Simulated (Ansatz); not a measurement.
# Lattice dynamics of LaBr3 (model cell, started as ReO3 type)

Wanted: vibrations and spectra of LaBr3 (model cell, started as ReO3 type); the cell is already relaxed.

Program: Ansatz 0.2.0. Level of theory: DFT r2SCAN, scalar-relativistic, plane waves, PAW. Results are calculated unless marked as measured.

The structure was built from a prototype and need not be the compound's stable phase.

### 1. Starting point

The structure is cubic, space group Pm-3m (No. 221). The conventional cell has a = 5.871 Å, b = 5.871 Å, c = 5.871 Å, α = 90.00°, β = 90.00°, γ = 90.00°. La has 6 Br at 2.94 Å nearest. Nearest to Br lie 2 La at 2.94 Å. Farther neighbours and most contacts between anions are not listed.

### 2. Zone-centre response

The cell comes from relaxations at this level that are not shown. The zone centre is the only wavevector solved here; it holds the modes that light can see, as far as symmetry allows. The response to a homogeneous field gives the Born charges and the dielectric tensor.

input.yaml reads:

```yaml
crystal:
  lattice:
    - [5.8714229559, 0.0, 0.0]
    - [0.0, 5.8714229559, 0.0]
    - [0.0, 0.0, 5.8714229559]
  atoms:
    - { symbol: La, position: [0.0, 0.0, 0.0] }
    - { symbol: Br, position: [0.5, 0.0, 0.0] }
    - { symbol: Br, position: [0.0, 0.5, 0.0] }
    - { symbol: Br, position: [0.0, 0.0, 0.5] }
kpoints:
  mp_grid: { grid: [6, 6, 6] }
hamiltonian:
  xc: r2scan
scf:
  occupations: { method: fixed }
output:
  eigenvalues: true
phonons:
  method: dfpt
  dielectric: true
  rigid_motions: translations
```

The run is started by

```console
> ansatz run input.yaml --threads 4 --pin off --max-ram 7168MiB --backend cpu --events-out ev --progress --plain --runs-dir out
```

Numbers of over 12 decimals in the logs are rounded to 6 here.

The log of the run:

```text
Engine: ansatz 0.2.0, aarch64-unknown-linux-gnu
Pseudopotentials: kind: paw
Pseudopotential: La, paw, valence charge 11, recommended cutoff 500 eV (meta_gga), La.paw.azcp
Pseudopotential: Br, paw, valence charge 7, recommended cutoff 500 eV (meta_gga), Br.paw.azcp
Functional definition: r2SCAN
  parameter k0 = 0.174
  parameter k1 = 0.065
  parameter a1 = 4.9479
  exchange = r2scan_x(k0 = k0, k1 = k1, a1 = a1)
  correlation = r2scan_c
Crystal: 4 atoms, lattice volume = 202.409 Å³
Basis set: ecut = 500 eV, 5137 PW (Γ), exchange–correlation on 225×225×225 points (125 copies of the dense FFT grid, shifted against one another)
Bands: 20, of which v1, the nominal top of the filled ones, is band 16 counted from 1 (15 counted from 0)
Symmetry: 48 space group operations
k-points: 80 of 216 (irreducible under 2 space group operations, time reversal used)
Non-local potential: La, projectors of the file, l = 0: 3, l = 1: 2, l = 2: 2, l = 3: 3
Non-local potential: Br, projectors of the file, l = 0: 2, l = 1: 2, l = 2: 2
PAW form: soft (Blöchl's): semilocal exchange-correlation on the pseudo side does not see the compensation charge
PAW frozen core: La, regenerated for the run's functional (the file was generated under x = pbe(κ = 0.804, μ = 0.219515), c = pbe(β = 0.066725))
PAW frozen core: Br, regenerated for the run's functional (the file was generated under x = pbe(κ = 0.804, μ = 0.219515), c = pbe(β = 0.066725))
PAW one-centre angular grid: La, 974 points (default); XC on 160 Gauss nodes
PAW one-centre angular grid: Br, 302 points (default); XC on 160 Gauss nodes
Initial density: superposition of atomic densities (neutral atoms: chi_scale 0, normalization atom), corrected by the library's trained network
Initial wavefunctions: pseudopotential atomic-orbital guess
Functional: x = r2scan, c = r2scan; τ floored in thin density (d = 2e-4 eV/Å³)
SCF iter   1: F=—  HF=-14651.898939 eV  |F-HF|=—  |Δ(HF+E_count)|=         —  Δρ=5.23e-3  dr2=1.27e-1  dr2_τ=1.32e-2  ethr=1.77e-3  ⟨swp⟩=4.8  Hψ=6880  notcnv=0  defer=39
preconditioner: auto → Resta (q_TF=auto, 2.006 Å⁻¹)  ε∞=2.7  [insulator: Δε(μ)=4.296 eV  Ē_g=11.017 eV  n_scr=26 (ndim 8)  ℏωp=14.3 eV  f_vac=0.275  ε∞_Penn≈2.7  vacuum switching on, ρ_ref=8.8e-3 e/Å³]
SCF iter   2: F=—  HF=-14651.902546 eV  |F-HF|=—  |Δ(HF+E_count)|=   3.61e-3  Δρ=1.51e-3  dr2=9.87e-3  dr2_τ=1.22e-3  ethr=3.97e-4  ⟨swp⟩=3.0  Hψ=4061  notcnv=0  defer=37
SCF iter   3: F=—  HF=-14651.903348 eV  |F-HF|=—  |Δ(HF+E_count)|=   8.02e-4  Δρ=4.88e-4  dr2=7.39e-4  dr2_τ=2.77e-5  ethr=3.09e-5  ⟨swp⟩=3.9  Hψ=3476  notcnv=0  defer=148
SCF iter   4: F=—  HF=-14651.903998 eV  |F-HF|=—  |Δ(HF+E_count)|=   6.50e-4  Δρ=8.84e-5  dr2=4.74e-5  dr2_τ=1.06e-6  ethr=2.31e-6  ⟨swp⟩=2.2  Hψ=3188  notcnv=0  defer=83
SCF iter   5: F=—  HF=-14651.904030 eV  |F-HF|=—  |Δ(HF+E_count)|=   3.19e-5  Δρ=2.28e-5  dr2=1.25e-6  dr2_τ=6.25e-8  ethr=1.48e-7  ⟨swp⟩=2.0  Hψ=2850  notcnv=0  defer=83
SCF iter   6: F=—  HF=-14651.903998 eV  |F-HF|=—  |Δ(HF+E_count)|=   3.16e-5  Δρ=4.01e-6  dr2=3.32e-8  dr2_τ=1.59e-9  ethr=3.92e-9  ⟨swp⟩=2.0  Hψ=2880  notcnv=0  defer=14
SCF iter   7: F=—  HF=-14651.903998 eV  |F-HF|=—  |Δ(HF+E_count)|=   5.85e-8  Δρ=5.52e-7  dr2=8.62e-10  dr2_τ=7.53e-11  ethr=1.04e-10  ⟨swp⟩=2.0  Hψ=2880  notcnv=0  defer=14
SCF iter   8: F=-14651.903998 eV  HF=-14651.903998 eV  |F-HF|=2.00e-11  |Δ(HF+E_count)|=  7.73e-10  Δρ=1.26e-7  dr2=3.92e-11  dr2_τ=1.33e-12  ethr=1.00e-12  ⟨swp⟩=12.7  Hψ=12031  notcnv=0
SCF 1 converged in 8 iterations: F = -14651.903998 eV  dr2 = 3.92e-11
  greatest PAW one-centre occupation: 0.967 electrons in one spin orbital (limit 2), on the La atom at site 0 (counted from 0), in its partial waves of l = 0
DFPT response loops at Γ: preconditioner auto → none (the input reference at scf.mixing.eps_inf says where Resta's filter doesn't serve); β = 0.50; Broyden in place of MSR1
── the response to a field inside a basis, on 6×6×6 k-points: an SCF that follows is theirs, and a resumed run solves both again ──
Bands: 17, of which v1, the nominal top of the filled ones, is band 16 counted from 1 (15 counted from 0)
k-points: 10 of 216
Initial density: handed on by an earlier stage of this run
Initial wavefunctions: pseudopotential atomic-orbital guess (no wavefunctions were taken with the density)
Eigensolver: Dense (10 Hₖ)
SCF iter   1: F=—  HF=-14651.886694 eV  |F-HF|=—  |Δ(HF+E_count)|=         —  Δρ=8.46e-5  dr2=3.31e-6  dr2_τ=2.61e-6  ethr=1.00e-1
preconditioner: auto → Resta (q_TF=auto, 2.006 Å⁻¹)  ε∞=2.9  [insulator: Δε(μ)=4.036 eV  Ē_g=10.421 eV  n_scr=26 (ndim 8)  ℏωp=14.3 eV  f_vac=0.274  ε∞_Penn≈2.9]
SCF iter   2: F=—  HF=-14651.886705 eV  |F-HF|=—  |Δ(HF+E_count)|=   1.05e-5  Δρ=4.59e-5  dr2=1.07e-6  dr2_τ=7.99e-7  ethr=1.04e-8
SCF iter   3: F=-14651.886708 eV  HF=-14651.886708 eV  |F-HF|=1.87e-8  |Δ(HF+E_count)|=   3.50e-6  Δρ=2.34e-6  dr2=1.32e-8  dr2_τ=2.16e-9  ethr=3.35e-9
SCF 1 converged in 3 iterations: F = -14651.886708 eV  dr2 = 1.32e-8
DFPT response loops at Γ: mixed as the last ones told, above
SCF converged after 8 iterations
Free energy (F): -14651.903998 eV
Harris-Foulkes:  -14651.903998 eV  (|F-HF|=2.00e-11)
Internal energy: -14651.903998 eV  (E = F + TS)
E sigma→0 (E₀):  -14651.903998 eV
Fermi energy:    -0.552502 eV
--- Per-component energies (eV) ---
  E_band       = -274.615165
  E_kinetic    = 591.644491
  E_local      = -1838.921271  (includes V_loc(G=0)·N_el)
  E_nonlocal   = 305.028862
  E_hartree    = 620.783898
  E_xc         = -884.310529
  E_vxc        = -504.130578  (∫ρ·V_xc dr)
  E_paw        = -12248.932234  (= ΣΔE_a)
  E_vpaw       = -95.898816  (= ΣTr[D̂ρ^β])
  E_aug_tail   = -0.000000  (compensation charges beyond the density's cutoff)
  E_vtau       = 26.094486  (kinetic-family band-sum trace: ∫τ·v_τ [+ j·A + Jᵃ·Aᵃ] dr)
  E_ewald      = -1196.791146
  E_core_change = -0.406069  (= ΣΔE_core)
  E_smearing   = -0.000000  (= −TS)
  E_closure    = 0.000000  (closes the sum)
  Σ components = -14651.903998   (vs F -14651.903998, Δ=0.00e0)
--- Band table (eV; the first three rows and the last of 80) ---
  k-point 0: bands = [... 12 lower, -1.0937, -1.0788, -1.0788, -1.0788, 3.4810, 3.4810, 3.4810, 3.4970]
  k-point 1: bands = [... 12 lower, -1.1664, -1.0956, -1.0859, -1.0859, 3.4852, 3.4887, 3.4887, 3.4997]
  k-point 2: bands = [... 12 lower, -1.3320, -1.1285, -1.0841, -1.0841, 3.4893, 3.4924, 3.4924, 3.5095]
  k-point 79: bands = [... 12 lower, -2.1250, -0.5525, -0.5525, -0.5525, 3.4364, 3.4364, 3.4364, 3.4416]
--- Phonons (Γ-DFPT): 3 representative perturbations + reference, on 80 of 216 k-points (Σ response iterations 19) ---
  k mesh reduced under 2 symmetry operations, with k and −k counted as one. Each operation leaves every solved perturbation unchanged. A smaller set is not considered because the functional reads the kinetic-energy density
  ASR residual: 4.602e-5 → 0.000e0 eV/Å²; symmetrization residual: 2.611e-5 eV/Å²
  ASR residual per site (eV/Å²): 1.32e-5 4.60e-5 4.60e-5 4.60e-5
  Γ frequencies (cm⁻¹): 0.00 0.00 0.00 27.30 27.30 27.30 40.13 40.13 40.13 148.17 148.17 148.17
  ε∞ (high-frequency dielectric tensor):
        2.840057     0.000000     0.000000
        0.000000     2.840057     0.000000
        0.000000     0.000000     2.840057
  ε⁰ (static dielectric tensor: ions relaxed, cell fixed):
       10.323352     0.000000    -0.000000
        0.000000    10.323352     0.000000
       -0.000000     0.000000    10.323352
  ε⁰ − ε∞ (ionic part):
        7.483295     0.000000    -0.000000
        0.000000     7.483295     0.000000
       -0.000000     0.000000     7.483295
  softest optical mode at Γ: 27.30 cm⁻¹; the repairs (sum rule, projections) moved no ω² at Γ by more than (1.11 cm⁻¹)²
  Born effective charges Z* (e; rows j = field, columns β = displacement):
    site 0:
         4.44149   -0.00000   -0.00000
         0.00000    4.44149    0.00000
        -0.00000    0.00000    4.44149
    site 1:
        -3.46689   -0.00000   -0.00000
         0.00000   -0.48730    0.00000
        -0.00000    0.00000   -0.48730
    site 2:
        -0.48730   -0.00000   -0.00000
         0.00000   -3.46689    0.00000
         0.00000    0.00000   -0.48730
    site 3:
        -0.48730    0.00000    0.00000
        -0.00000   -0.48730    0.00000
        -0.00000    0.00000   -3.46689
  Z* charge neutrality: 3.230e-3 e pre-enforcement
  solved inside a basis spanned on kpoints, on 6×6×6 k-points, its susceptibility summed on 10×10×10: ε∞ is read to err by 9.1e-3, Z* by 1.9e-2 e (field_mesh: kpoints solves on kpoints); Z* is corrected for what the basis lacks
  optical modes at Γ without the LO–TO term, one row a degenerate level:
      ω (cm⁻¹)  modes    IR ((D/Å)²/amu)
         27.30      3             0.0000
         40.13      3             2.0682
        148.17      3            18.5835
  optical modes at Γ + LO–TO along q̂ = [1.0000, 0.0000, 0.0000]:
      ω (cm⁻¹)  modes    IR ((D/Å)²/amu)
         27.30      3             0.0000
         40.13      2             1.3788
         52.67      1             0.1381
        148.17      2            12.3890
        215.25      1             6.7458
  optical modes at Γ + LO–TO along q̂ = [0.0000, 1.0000, 0.0000]:
      ω (cm⁻¹)  modes    IR ((D/Å)²/amu)
         27.30      3             0.0000
         40.13      2             1.3788
         52.67      1             0.1381
        148.17      2            12.3890
        215.25      1             6.7458
  optical modes at Γ + LO–TO along q̂ = [0.0000, 0.0000, 1.0000]:
      ω (cm⁻¹)  modes    IR ((D/Å)²/amu)
         27.30      3             0.0000
         40.13      2             1.3788
         52.67      1             0.1381
        148.17      2            12.3890
        215.25      1             6.7458
```

Run time: 2.9 min. Hardware: 4 threads of Arm Neoverse V2, shared host; peak memory 4.3 GiB; 11 min of CPU time.

Numbers from this step:

- gap on the k-mesh: 3.989 eV
- volume per atom: 50.60 Å³
- sum-rule residual before enforcement: 4.60e-5 eV/Å²
- miss of the charge sum rule: 0.003230 e
- estimated error of the dielectric tensor: 0.009070
- estimated error of the Born charges: 0.01888 e
- point group: m-3m
- highest optical mode at the zone centre (no LO-TO term): 148.2 cm⁻¹
- lowest optical zone-centre mode: 27.3 cm⁻¹
- mean high-frequency dielectric constant: 2.840
- largest Born charge (third of the trace): 4.441 e
- mean static dielectric constant: 10.32
- top of the zone-centre spectrum with the field: 215.2 cm⁻¹

Without the LO-TO term. Patterns of degenerate modes are one choice out of their space. The modes at Γ (shares of kinetic energy by element, %):

```tsv
mode	frequency (cm⁻¹)	symmetry	La %	Br %
1	0.0	acoustic	37	63
2	0.0	acoustic	37	63
3	0.0	acoustic	37	63
4	27.3	T2u	0	100
5	27.3	T2u	0	100
6	27.3	T2u	0	100
7	40.1	T1u	35	65
8	40.1	T1u	35	65
9	40.1	T1u	35	65
10	148.2	T1u	28	72
11	148.2	T1u	28	72
12	148.2	T1u	28	72
```

Displacements in mode 5 (27.3 cm⁻¹), the largest set to 1:
```
La1  0.00  0.00  0.00
Br2  0.00 -0.68 -1.00
Br3  0.01  0.00  1.00
Br4 -0.01  0.68  0.00
```

Displacements in mode 12 (148.2 cm⁻¹), the largest set to 1:
```
La1  0.00  0.00 -0.48
Br2  0.00  0.00 -0.09
Br3  0.00  0.01 -0.09
Br4  0.00  0.00  1.00
```

Optical modes at the zone centre, without and with the macroscopic field of the longitudinal modes; each column is sorted by frequency, so a row need not hold one and the same mode. Modes with and without the field, by row:

```tsv
rank among optical modes	no field (cm⁻¹)	q along (1, 0, 0) (cm⁻¹)
1	27.3	27.3
2	27.3	27.3
3	27.3	27.3
4	40.1	40.1
5	40.1	40.1
6	40.1	52.7
7	148.2	148.2
8	148.2	148.2
9	148.2	215.2
```

Born charge (rows field, columns displacement) (e), principal values of the symmetric part by kind of site:

```tsv
atom	atoms with these values	low	middle	high	mean
La1	1	4.44	4.44	4.44	4.44
Br2	3	-3.47	-0.49	-0.49	-1.48
```

In full for La1:

```
4.44 0.00 0.00
0.00 4.44 0.00
0.00 0.00 4.44
```

High-frequency dielectric tensor:

```
2.84 0.00 0.00
0.00 2.84 0.00
0.00 0.00 2.84
```

Static dielectric tensor (ions relaxed, fixed cell):

```
10.32  0.00  0.00
 0.00 10.32  0.00
 0.00  0.00 10.32
```

Transverse modes. Lines of the infrared spectrum (strongest = 100):

```tsv
position (cm⁻¹)	label	relative intensity
27	T2u	0.0
40	T1u	11
148	T1u	100
```

Before it was imposed, the acoustic sum rule was missed by 4.6e-5 eV/Å² and the charge sum rule by 0.0032 e. Small misses are needed for a sound result but don't prove that mesh and cutoff are converged. The lowest optical mode is real, 27.3 cm⁻¹.

### 3. Another isotope

An isotope changes the mass and not the force constants, so no new electronic calculation is needed; the shifts show which modes move this element.

The same force constants with the mass of Br changed from 79.904 to 80.916 u (phonopy, no LO-TO term). Both lists are sorted by frequency; levels can cross, so a row need not hold one and the same mode. Modes under 3 cm⁻¹ are left out. Isotope shifts, by row:

```tsv
q	rank	natural mass (cm⁻¹)	changed mass (cm⁻¹)
0 0 0	4	27.3	27.12
0 0 0	5	27.3	27.12
0 0 0	6	27.3	27.12
0 0 0	7	40.13	39.97
0 0 0	8	40.13	39.97
0 0 0	9	40.13	39.97
0 0 0	10	148.2	147.5
0 0 0	11	148.2	147.5
0 0 0	12	148.2	147.5
```

A mode of this element alone would shift by -0.63 %. The highest zone-centre frequency without the field goes from 148.2 to 147.5 cm⁻¹ (-0.4 %). The product of the frequency ratios over all optical modes at Γ is 0.956; the product rule, (m/m′)^(3k/2) (M′/M)^(3/2) with k = 3 such atoms and M the mass of the cell, gives 0.956.

### 4. What came out

```json
{
 "space group (within 0.01 Å)": "Pm-3m",
 "volume per atom": "50.6 Å³",
 "gap on the k-mesh": "3.99 eV",
 "highest optical mode at the zone centre (no LO-TO term)": "148 cm⁻¹",
 "top of the zone-centre spectrum with the field": "215 cm⁻¹",
 "lowest optical zone-centre mode": "27.3 cm⁻¹",
 "mean high-frequency dielectric constant": "2.84",
 "mean static dielectric constant": "10.3",
 "largest Born charge (third of the trace)": "4.44 e",
 "imaginary modes at Γ (the only wavevector solved)": "none"
}
```

The structure is stable against zone-centre distortions, since no mode there is imaginary; runs at other wavevectors are not part of this account. Without the field, the optical modes at Γ span 27 to 148 cm⁻¹. The dispersion is not part of this account. The highest mode in this list at Γ, 148.2 cm⁻¹, is mostly motion of Br (72 % of the kinetic energy). With the macroscopic field of the longitudinal modes the top of the zone-centre spectrum lies at 215 cm⁻¹, against 148 cm⁻¹ without it. Lattice motion raises the mean dielectric constant from 2.840 to 10.32. The strongest infrared line is at 148 cm⁻¹. Spin-orbit coupling is left out, which can matter for the heavy elements here. The starting cell was built on a prototype and not taken from a measurement, so the phase need not exist. These are harmonic frequencies at zero temperature: anharmonic shifts, linewidths and thermal expansion are left out.

[Logs are printed without paths, hosts, clocks, repeated set-up lines and the standing remarks that a program may print on its own settings, such as how far it seeks lower states.]

[Hosts, paths, dates, database ids (printed as entryN), source tags and the programs' standing remarks are cut or masked in the printed files.]
